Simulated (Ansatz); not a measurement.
**Optical response of Zn3PIr (model structure)**

Aim: the dielectric function of Zn3PIr (model structure), and the optical constants that follow from it. This is a made-up structure; whether it can be made isn't tested. It was built so: All Mn replaced by Zn and N replaced by P in the Pm-3m structure of Mn3IrN.

Program: Ansatz 0.2.0. Level of theory: DFT, PBE, plane-wave PAW, default files, scalar-relativistic, independent-particle optical response without local fields. Values are calculated unless marked as measured.

## 1. The system as given

Symmetry: Pm-3m, No. 221, cubic system. The conventional cell has a = 3.829 Å, b = 3.829 Å, c = 3.829 Å, α = 90.00°, β = 90.00°, γ = 90.00°. Nearest to Ir lie 12 Zn at 2.71 Å. Zn has 2 P at 1.91 Å and 8 Zn at 2.71 Å and 4 Ir at 2.71 Å nearest. P has 6 Zn at 1.91 Å nearest. Farther neighbours, and contacts between anions beyond the nearest, are not listed.

## 2. Relaxation

The structure was built or cut out here, so it is relaxed before any spectrum is computed.

This step: DFT, PBE, plane-wave PAW, default files, scalar-relativistic, relaxation (Ansatz 0.2.0).

The input, input.yaml:

```yaml
crystal:
  lattice:
    - [3.82901669, 0.0, 0.0]
    - [0.0, 3.82901669, 0.0]
    - [0.0, 0.0, 3.82901669]
  atoms:
    - { symbol: Ir, position: [0.0, 0.0, 0.0] }
    - { symbol: Zn, position: [0.5, 0.5, 0.0] }
    - { symbol: Zn, position: [0.5, 0.0, 0.5] }
    - { symbol: Zn, position: [0.0, 0.5, 0.5] }
    - { symbol: P, position: [0.5, 0.5, 0.5] }
kpoints:
  mp_grid: { grid: [6, 6, 6] }
scf:
  occupations: { method: fermi_dirac, width: 0.05 }
hamiltonian:
  xc: pbe
  pseudopotentials: { kind: paw }
output:
  forces: true
  stress: true
relax:
  f_tol: 0.02
  max_steps: 50
  cell: {}
```

On the command line:

```bash
ansatz run input.yaml --threads 2 --pin off --max-ram 5120MiB --backend cpu --events-out ev --progress --plain --runs-dir out
```

What it wrote:

```text
Engine: ansatz 0.2.0, aarch64-unknown-linux-gnu
Pseudopotentials: kind: paw
Pseudopotential: Ir, paw, valence charge 17, recommended cutoff 420 eV (normal), Ir.paw.azcp
Pseudopotential: Zn, paw, valence charge 12, recommended cutoff 420 eV (normal), Zn.paw.azcp
Pseudopotential: P, paw, valence charge 5, recommended cutoff 420 eV (normal), P.paw.azcp
Functional definition: PBE
  parameter kappa = 0.804
  parameter beta = 0.066725
  exchange = pbe_x(kappa = kappa, mu = beta*pi^2/3)
  correlation = pbe_c(beta = beta)
Crystal: 5 atoms, lattice volume = 56.139 Å³
Basis set: ecut = 420 eV, 1045 PW (Γ), exchange–correlation on 54×54×54 points (8 copies of the dense FFT grid, shifted against one another)
Bands: 35, of which v1, the nominal top of the filled ones, is band 29 counted from 1 (28 counted from 0)
Symmetry: 48 space group operations
Space group: Pm-3m (ITA 221), of the structure as read, at distance tolerance 3.8e-5 Å
k-points: 20 of 216
Non-local potential: Ir, projectors of the file, l = 0: 3, l = 1: 2, l = 2: 2, l = 3: 1
Non-local potential: Zn, projectors of the file, l = 0: 2, l = 1: 2, l = 2: 3, l = 3: 1
Non-local potential: P, projectors of the file, l = 0: 2, l = 1: 2, l = 2: 2
PAW form: soft (Blöchl's): semilocal exchange-correlation on the pseudo side does not see the compensation charge
PAW one-centre angular grid: Ir, 590 points (default); XC on 64 Gauss nodes
PAW one-centre angular grid: Zn, 590 points (default); XC on 64 Gauss nodes
PAW one-centre angular grid: P, 110 points (default); XC on 64 Gauss nodes
Initial density: superposition of atomic densities (neutral atoms: chi_scale 0, normalization atom), corrected by the library's trained network
Initial wavefunctions: pseudopotential atomic-orbital guess
Functional: x = pbe(κ = 0.804, μ = 0.219515), c = pbe(β = 0.066725)
SCF iter   1: F=—  HF=-22636.996844 eV  |F-HF|=—  |Δ(HF+E_count)|=         —  Δρ=6.42e-3  dr2=1.18e-2  ethr=1.77e-3  ⟨swp⟩=7.3  Hψ=3340  notcnv=0
preconditioner: auto → Kerker (q_TF=auto, 2.743 Å⁻¹)  [metal: Δε(μ)=0.082 eV  Ē_g=11.614 eV  σ=0.050 eV  W_gap=0.38  n_scr=18 (ndim 8)  ℏωp=35.0 eV  f_vac=0.000  D(μ)=1.65/eV (n_scr^D=6)]
SCF iter   2: F=—  HF=-22636.995626 eV  |F-HF|=—  |Δ(HF+E_count)|=   1.22e-3  Δρ=3.17e-3  dr2=4.19e-3  ethr=2.04e-5  ⟨swp⟩=2.7  Hψ=1409  notcnv=0  defer=2
SCF iter   3: F=—  HF=-22636.995163 eV  |F-HF|=—  |Δ(HF+E_count)|=   4.63e-4  Δρ=2.19e-3  dr2=1.74e-3  ethr=7.22e-6  ⟨swp⟩=2.0  Hψ=1235  notcnv=0  defer=2
SCF iter   4: F=—  HF=-22636.994532 eV  |F-HF|=—  |Δ(HF+E_count)|=   6.32e-4  Δρ=7.03e-4  dr2=5.49e-4  ethr=2.99e-6  ⟨swp⟩=2.0  Hψ=1032  notcnv=0  defer=2
SCF iter   5: F=—  HF=-22636.994462 eV  |F-HF|=—  |Δ(HF+E_count)|=   6.98e-5  Δρ=3.55e-4  dr2=3.80e-5  ethr=9.46e-7  ⟨swp⟩=2.0  Hψ=784  notcnv=0  defer=2
SCF iter   6: F=—  HF=-22636.994547 eV  |F-HF|=—  |Δ(HF+E_count)|=   8.52e-5  Δρ=9.93e-5  dr2=6.50e-6  ethr=6.56e-8  ⟨swp⟩=2.0  Hψ=1160  notcnv=0  defer=2
SCF iter   7: F=—  HF=-22636.994546 eV  |F-HF|=—  |Δ(HF+E_count)|=   9.14e-7  Δρ=2.81e-5  dr2=1.02e-6  ethr=1.12e-8  ⟨swp⟩=2.5  Hψ=1248  notcnv=0  defer=2
SCF iter   8: F=—  HF=-22636.994546 eV  |F-HF|=—  |Δ(HF+E_count)|=   7.15e-9  Δρ=2.25e-5  dr2=5.64e-7  ethr=1.76e-9  ⟨swp⟩=1.0  Hψ=685  notcnv=0  defer=2
SCF iter   9: F=—  HF=-22636.994546 eV  |F-HF|=—  |Δ(HF+E_count)|=   7.08e-8  Δρ=1.06e-5  dr2=1.49e-7  ethr=9.72e-10  ⟨swp⟩=1.1  Hψ=687  notcnv=0  defer=2
SCF iter  10: F=-22636.994546 eV  HF=-22636.994546 eV  |F-HF|=1.16e-10  |Δ(HF+E_count)|=   2.42e-8  Δρ=6.51e-7  dr2=2.11e-10  ethr=1.72e-10  ⟨swp⟩=4.4  Hψ=2476  notcnv=0
SCF 1 converged in 10 iterations: F = -22636.994546 eV  dr2 = 2.11e-10
  greatest PAW one-centre occupation: 1.000 electrons in one spin orbital (limit 2), on the Ir atom at site 0 (counted from 0), in its partial waves of l = 1
relax step   1: F+E_penalty+E_count = -22636.99454602 eV  Δ(F+E_penalty+E_count) = +0.000e0 eV  max|allowed force component| = 2.761e-29 eV/Å  Δτ_max = 0.0000 Å  P = +109.438 GPa  Ω = 56.139 Å³  (10 SCF iters, dr2 threshold 1.00e-7 eV, accepted)
Crystal: 5 atoms, lattice volume = 64.756 Å³
Basis set: ecut = 420 eV, 1309 PW (Γ), exchange–correlation on 54×54×54 points (8 copies of the dense FFT grid, shifted against one another)
Initial density: handed on by an earlier stage of this run
Initial wavefunctions: those handed on with the density
iter 1 solved again at ethr=5.74e-4 eV; its pass at ethr=3.10e-3 eV (dr2=3.33e-1 eV) is discarded
SCF iter   1: F=—  HF=-22641.335256 eV  |F-HF|=—  |Δ(HF+E_count)|=         —  Δρ=2.23e-2  dr2=3.34e-1  ethr=5.74e-4  ⟨swp⟩=1.1  Hψ=4173  notcnv=0
preconditioner: auto → Kerker (q_TF=auto, 2.679 Å⁻¹)  [metal: Δε(μ)=0.097 eV  Ē_g=10.814 eV  σ=0.050 eV  W_gap=0.41  n_scr=18 (ndim 8)  ℏωp=32.6 eV  f_vac=0.000  D(μ)=1.79/eV (n_scr^D=18)]
SCF iter   2: F=—  HF=-22641.252478 eV  |F-HF|=—  |Δ(HF+E_count)|=   8.28e-2  Δρ=9.02e-3  dr2=8.89e-2  ethr=5.74e-4  ⟨swp⟩=2.9  Hψ=1370  notcnv=0
SCF iter   3: F=—  HF=-22641.221536 eV  |F-HF|=—  |Δ(HF+E_count)|=   3.09e-2  Δρ=5.40e-3  dr2=2.27e-2  ethr=1.53e-4  ⟨swp⟩=2.0  Hψ=1407  notcnv=0  defer=11
SCF iter   4: F=—  HF=-22641.214169 eV  |F-HF|=—  |Δ(HF+E_count)|=   7.37e-3  Δρ=1.87e-3  dr2=1.54e-3  ethr=3.91e-5  ⟨swp⟩=2.2  Hψ=1304  notcnv=0  defer=11
SCF iter   5: F=—  HF=-22641.214156 eV  |F-HF|=—  |Δ(HF+E_count)|=   1.30e-5  Δρ=2.72e-4  dr2=9.46e-5  ethr=2.65e-6  ⟨swp⟩=2.0  Hψ=1151  notcnv=0  defer=11
SCF iter   6: F=—  HF=-22641.214535 eV  |F-HF|=—  |Δ(HF+E_count)|=   3.79e-4  Δρ=9.54e-5  dr2=6.40e-6  ethr=1.63e-7  ⟨swp⟩=2.0  Hψ=1207  notcnv=0  defer=11
SCF iter   7: F=—  HF=-22641.214536 eV  |F-HF|=—  |Δ(HF+E_count)|=   9.20e-7  Δρ=2.85e-5  dr2=5.97e-7  ethr=1.10e-8  ⟨swp⟩=2.2  Hψ=1177  notcnv=0  defer=11
SCF iter   8: F=-22641.214536 eV  HF=-22641.214536 eV  |F-HF|=1.32e-9  |Δ(HF+E_count)|=   5.57e-8  Δρ=5.89e-6  dr2=2.02e-8  ethr=8.62e-10  ⟨swp⟩=4.7  Hψ=2571  notcnv=0
SCF 2 converged in 8 iterations: F = -22641.214536 eV  dr2 = 2.02e-8
  greatest PAW one-centre occupation: 1.000 electrons in one spin orbital (limit 2), on the Ir atom at site 0 (counted from 0), in its partial waves of l = 0
relax step   2: F+E_penalty+E_count = -22641.21453561 eV  Δ(F+E_penalty+E_count) = -4.220e0 eV  max|allowed force component| = 9.782e-30 eV/Å  Δτ_max = 0.0000 Å  P = +53.850 GPa  Ω = 64.756 Å³  energy of the carried Pulay correction = -1.058e-2 eV  (8 SCF iters, dr2 threshold 5.00e-7 eV, accepted)
Crystal: 5 atoms, lattice volume = 74.358 Å³
Basis set: ecut = 420 eV, 1419 PW (Γ), exchange–correlation on 54×54×54 points (8 copies of the dense FFT grid, shifted against one another)
iter 1 solved again at ethr=4.24e-4 eV; its pass at ethr=3.10e-3 eV (dr2=2.46e-1 eV) is discarded
SCF iter   1: F=—  HF=-22643.431919 eV  |F-HF|=—  |Δ(HF+E_count)|=         —  Δρ=1.76e-2  dr2=2.45e-1  ethr=4.24e-4  ⟨swp⟩=1.4  Hψ=4181  notcnv=0
preconditioner: auto → Kerker (q_TF=auto, 2.618 Å⁻¹)  [metal: Δε(μ)=0.110 eV  Ē_g=9.914 eV  σ=0.050 eV  W_gap=0.50  n_scr=26 (ndim 8)  ℏωp=30.4 eV  f_vac=0.000  D(μ)=1.19/eV (n_scr^D=6)]
SCF iter   2: F=—  HF=-22643.376251 eV  |F-HF|=—  |Δ(HF+E_count)|=   5.57e-2  Δρ=7.39e-3  dr2=6.88e-2  ethr=4.22e-4  ⟨swp⟩=2.7  Hψ=1305  notcnv=0
SCF iter   3: F=—  HF=-22643.353963 eV  |F-HF|=—  |Δ(HF+E_count)|=   2.23e-2  Δρ=4.01e-3  dr2=1.34e-2  ethr=1.19e-4  ⟨swp⟩=2.0  Hψ=1456  notcnv=0  defer=8
SCF iter   4: F=—  HF=-22643.349415 eV  |F-HF|=—  |Δ(HF+E_count)|=   4.55e-3  Δρ=1.37e-3  dr2=9.17e-4  ethr=2.31e-5  ⟨swp⟩=2.0  Hψ=1277  notcnv=0  defer=8
SCF iter   5: F=—  HF=-22643.349467 eV  |F-HF|=—  |Δ(HF+E_count)|=   5.20e-5  Δρ=2.16e-4  dr2=7.67e-5  ethr=1.58e-6  ⟨swp⟩=2.0  Hψ=1137  notcnv=0  defer=8
SCF iter   6: F=—  HF=-22643.349819 eV  |F-HF|=—  |Δ(HF+E_count)|=   3.52e-4  Δρ=6.85e-5  dr2=4.15e-6  ethr=1.32e-7  ⟨swp⟩=2.0  Hψ=1192  notcnv=0  defer=8
SCF iter   7: F=—  HF=-22643.349820 eV  |F-HF|=—  |Δ(HF+E_count)|=   2.52e-7  Δρ=2.54e-5  dr2=6.43e-7  ethr=8.62e-10  ⟨swp⟩=5.2  Hψ=3068  notcnv=0
SCF iter   8: F=-22643.349820 eV  HF=-22643.349820 eV  |F-HF|=1.83e-8  |Δ(HF+E_count)|=   7.56e-8  Δρ=6.70e-6  dr2=3.25e-8  ethr=8.62e-10  ⟨swp⟩=4.7  Hψ=2487  notcnv=0
SCF 3 converged in 8 iterations: F = -22643.349820 eV  dr2 = 3.25e-8
relax step   3: F+E_penalty+E_count = -22643.34981950 eV  Δ(F+E_penalty+E_count) = -2.135e0 eV  max|allowed force component| = 8.730e-30 eV/Å  Δτ_max = 0.0000 Å  P = +21.022 GPa  Ω = 74.358 Å³  energy of the carried Pulay correction = -2.073e-2 eV  (8 SCF iters, dr2 threshold 5.00e-7 eV, accepted)
[...]
relax step   4: F+E_penalty+E_count = -22643.94188746 eV  Δ(F+E_penalty+E_count) = -5.921e-1 eV  max|allowed force component| = 3.559e-29 eV/Å  Δτ_max = 0.0000 Å  P = +4.636 GPa  Ω = 82.135 Å³  energy of the carried Pulay correction = -2.795e-2 eV  (7 SCF iters, dr2 threshold 5.00e-7 eV, accepted)
[...]
relax step   5: F+E_penalty+E_count = -22643.97715389 eV  Δ(F+E_penalty+E_count) = -3.527e-2 eV  max|allowed force component| = 1.115e-29 eV/Å  Δτ_max = 0.0000 Å  P = -0.688 GPa  Ω = 85.287 Å³  energy of the carried Pulay correction = -3.065e-2 eV  (6 SCF iters, dr2 threshold 5.00e-7 eV, accepted)
[...]
relax step   6: F+E_penalty+E_count = -22643.97842085 eV  Δ(F+E_penalty+E_count) = -1.267e-3 eV  max|allowed force component| = 1.189e-29 eV/Å  Δτ_max = 0.0000 Å  P = -0.005 GPa  Ω = 84.866 Å³  energy of the carried Pulay correction = -3.030e-2 eV  (6 SCF iters, dr2 threshold 5.00e-7 eV, accepted)
[...]
relax step   7: F+E_penalty+E_count = -22644.20960808 eV  Δ(F+E_penalty+E_count) = -2.312e-1 eV  max|allowed force component| = 3.818e-30 eV/Å  Δτ_max = 0.0000 Å  P = +4.392 GPa  Ω = 84.866 Å³  stress off target by 4.39e0 GPa  SCF on the basis re-selected at this cell (its energy is not comparable with the rows above)  (9 SCF iters)
[...]
relax step   8: F+E_penalty+E_count = -22644.25702577 eV  Δ(F+E_penalty+E_count) = -4.742e-2 eV  max|allowed force component| = 1.504e-29 eV/Å  Δτ_max = 0.0000 Å  P = +1.500 GPa  Ω = 87.589 Å³  energy of the carried Pulay correction = -1.897e-3 eV  (6 SCF iters, dr2 threshold 5.00e-7 eV, accepted)
[...]
relax step   9: F+E_penalty+E_count = -22644.26327302 eV  Δ(F+E_penalty+E_count) = -6.247e-3 eV  max|allowed force component| = 9.598e-30 eV/Å  Δτ_max = 0.0000 Å  P = +0.020 GPa  Ω = 89.204 Å³  energy of the carried Pulay correction = -3.175e-3 eV  (6 SCF iters, dr2 threshold 5.00e-7 eV, accepted)
iter 1 solved again at ethr=3.28e-6 eV; its pass at ethr=3.10e-3 eV (dr2=1.90e-3 eV) is discarded
SCF iter   1: F=—  HF=-22644.263931 eV  |F-HF|=—  |Δ(HF+E_count)|=         —  Δρ=6.35e-4  dr2=9.69e-6  ethr=3.28e-6  ⟨swp⟩=3.0  Hψ=4644  notcnv=0
eigensolver tolerance schedule: the retry pair's looser diagonalisation over-reported the residual by 195.12 of it (diagonalisation noise at 0.26 of the residual, at the tolerance the schedule requests for it); recorded, not acted on — ethr = c·dr2/N_el stays at c = 1.0e-1
preconditioner: auto → Kerker (q_TF=auto, 2.539 Å⁻¹)  [metal: Δε(μ)=0.040 eV  Ē_g=8.786 eV  σ=0.050 eV  W_gap=0.19  n_scr=26 (ndim 8)  ℏωp=27.8 eV  f_vac=0.000  D(μ)=1.26/eV (n_scr^D=6)]
SCF iter   2: F=—  HF=-22644.265466 eV  |F-HF|=—  |Δ(HF+E_count)|=   1.53e-3  Δρ=3.38e-4  dr2=8.06e-6  ethr=1.67e-8  ⟨swp⟩=2.1  Hψ=1258  notcnv=0
SCF iter   3: F=—  HF=-22644.265930 eV  |F-HF|=—  |Δ(HF+E_count)|=   4.64e-4  Δρ=1.08e-4  dr2=4.85e-7  ethr=1.39e-8  ⟨swp⟩=2.0  Hψ=974  notcnv=0
SCF iter   4: F=—  HF=-22644.265980 eV  |F-HF|=—  |Δ(HF+E_count)|=   5.08e-5  Δρ=9.29e-6  dr2=3.13e-8  ethr=8.37e-10  ⟨swp⟩=2.0  Hψ=1157  notcnv=0
SCF iter   5: F=—  HF=-22644.265981 eV  |F-HF|=—  |Δ(HF+E_count)|=   2.71e-7  Δρ=2.42e-6  dr2=2.47e-9  ethr=5.40e-11  ⟨swp⟩=2.0  Hψ=1173  notcnv=0
SCF iter   6: F=—  HF=-22644.265981 eV  |F-HF|=—  |Δ(HF+E_count)|=   7.76e-9  Δρ=8.19e-7  dr2=2.39e-10  ethr=4.26e-12  ⟨swp⟩=2.0  Hψ=1139  notcnv=0
SCF iter   7: F=-22644.265981 eV  HF=-22644.265981 eV  |F-HF|=1.09e-11  |Δ(HF+E_count)|=   2.44e-9  Δρ=1.53e-7  dr2=4.01e-11  ethr=1.00e-12  ⟨swp⟩=4.8  Hψ=2584  notcnv=0
SCF 10 converged in 7 iterations: F = -22644.265981 eV  dr2 = 4.01e-11
relax step  10: F+E_penalty+E_count = -22644.26598072 eV  Δ(F+E_penalty+E_count) = -2.708e-3 eV  max|allowed force component| = 1.742e-29 eV/Å  Δτ_max = 0.0000 Å  P = -0.017 GPa  Ω = 89.204 Å³  stress off target by 1.69e-2 GPa  SCF on the basis re-selected at this cell (its energy is not comparable with the rows above)  (7 SCF iters)
basis re-selected at this cell: Δ(F+E_penalty+E_count) = -2.708e-3 eV, ΔP = -0.036 GPa vs the last step (what re-selecting the basis moved, of the pressure what is left beyond the Pulay correction that the steps carried, after the strain that the cell walked since its last selection, with what the two solves' SCF thresholds leave and, on support functions, any second-order correction that the steps lacked; it is no m [...]
SCF converged after 7 iterations
Free energy (F): -22644.265981 eV
Harris-Foulkes:  -22644.265981 eV  (|F-HF|=1.09e-11)
Internal energy: -22644.253948 eV  (E = F + TS)
E sigma→0 (E₀):  -22644.259964 eV
Entropy (-TS):   -0.012033 eV (-2.407 meV/atom)
Fermi energy:    10.326040 eV
--- Per-component energies (eV) ---
  E_band       = -157.352991
  E_kinetic    = 1085.276093
  E_local      = -6787.526817  (includes V_loc(G=0)·N_el)
  E_nonlocal   = 1948.655285
  E_hartree    = 2766.954143
  E_xc         = -738.340802
  E_vxc        = -512.862725  (∫ρ·V_xc dr)
  E_paw        = -15273.391007  (= ΣΔE_a)
  E_vpaw       = -1424.802345  (= ΣTr[D̂ρ^β])
  E_aug_tail   = -0.001006  (compensation charges beyond the density's cutoff)
  E_ewald      = -5645.879837
  E_smearing   = -0.012033  (= −TS)
  E_closure    = -0.000000  (closes the sum)
  Σ components = -22644.265981   (vs F -22644.265981, Δ=0.00e0)
--- Forces (eV/Å), atoms counted from 1 ---
  atom   1  Ir    -0.00000000     0.00000000     0.00000000
  atom   2  Zn     0.00000000     0.00000000     0.00000000
  atom   3  Zn     0.00000000    -0.00000000     0.00000000
  atom   4  Zn     0.00000000     0.00000000     0.00000000
  atom   5  P      0.00000000     0.00000000     0.00000000
  max |Σ_I F_I| component: 3.39e-29 eV/Å
--- Stress (GPa, compression-positive) ---
       -0.016860      -0.000000       0.000000
       -0.000000      -0.016860      -0.000000
        0.000000      -0.000000      -0.016860
  P = ⅓ Tr σ = -0.0169 GPa (-0.169 kbar)
--- Relaxed structure (8 steps of the walk, 8 accepted, 2 SCFs on fresh bases) ---
  F+E_penalty+E_count = -22644.26598072 eV   max|allowed force component| = 1.742e-29 eV/Å   (the final SCF, on the basis selected at the relaxed cell)
  cell:  # Å, volume = 89.2044 Å³
    - [4.468160, 0, 0]
    - [0, 4.468160, 0]
    - [0, 0, 4.468160]
  atoms:
    - { symbol: Ir, position: [0, 0, 0] }
    - { symbol: Zn, position: [0.5, 0.5, 0] }
    - { symbol: Zn, position: [0.5, 0, 0.5] }
    - { symbol: Zn, position: [0, 0.5, 0.5] }
    - { symbol: P, position: [0.5, 0.5, 0.5] }
```

Run time: 13 s. Hardware: 2 threads of Arm Neoverse V2, shared host; peak memory 0.4 GiB.

Reading the cycles: dr2 is the Hartree energy of the density residual (eV), the measure of convergence; HF is the Harris–Foulkes estimate of the energy, which meets the free energy F at convergence.

Relaxation path:

```
step  energy less that of the first step (eV)  largest force component (eV/Å)  pressure (GPa)  volume (Å³)
   1                                   0.0000                          0.0000          109.44        56.14
   2                                  -4.2200                          0.0000           53.85        64.76
   3                                  -6.3553                          0.0000           21.02        74.36
   4                                  -6.9473                          0.0000            4.64        82.14
   5                                  -6.9826                          0.0000           -0.69        85.29
   6                                  -6.9839                          0.0000           -0.01        84.87
  7*                                  -7.2151                          0.0000            4.39        84.87
   8                                  -7.2625                          0.0000            1.50        87.59
   9                                  -7.2687                          0.0000            0.02        89.20
 10*                                  -7.2714                          0.0000           -0.02        89.20
```

Relaxation steps marked * repeat the geometry before them on a plane-wave basis chosen anew for their cell, so energy and pressure can jump there.

The run keeps the 48 symmetry operations that the program found, so distortions that break them were not tested.

```
     cell as run  before  after   change
           a (Å)   3.829  4.468  +16.7 %
           b (Å)   3.829  4.468  +16.7 %
           c (Å)   3.829  4.468  +16.7 %
volume (Å³/atom)   11.23  17.84  +58.9 %
```

The relaxed structure:

```xyz
5
Lattice="4.4682 0.0000 0.0000 0.0000 4.4682 0.0000 0.0000 0.0000 4.4682" Properties=species:S:1:pos:R:3 pbc="T T T"
Ir    0.0000    0.0000    0.0000
Zn    2.2341    2.2341    0.0000
Zn    2.2341    0.0000    2.2341
Zn    0.0000    2.2341    2.2341
P     2.2341    2.2341    2.2341
```

The relaxation ends with a pressure of -0.02 GPa.

[end of part 1 of 2]

[Long decimals in the printed logs are rounded to 6 places.]

[Logs are printed without paths, hosts, clocks, repeated set-up lines and the standing remarks that a program may print on its own settings, such as how far it seeks lower states.]

[Hosts, paths, dates, database ids (printed as entryN), source tags and the programs' standing remarks are cut or masked in the printed files.]

[Where the starting crystal was built by hand or by swapping elements, it need not be the compound's stable phase.]

[The count of steps not shown may lack steps that the program refused or didn't finish.]
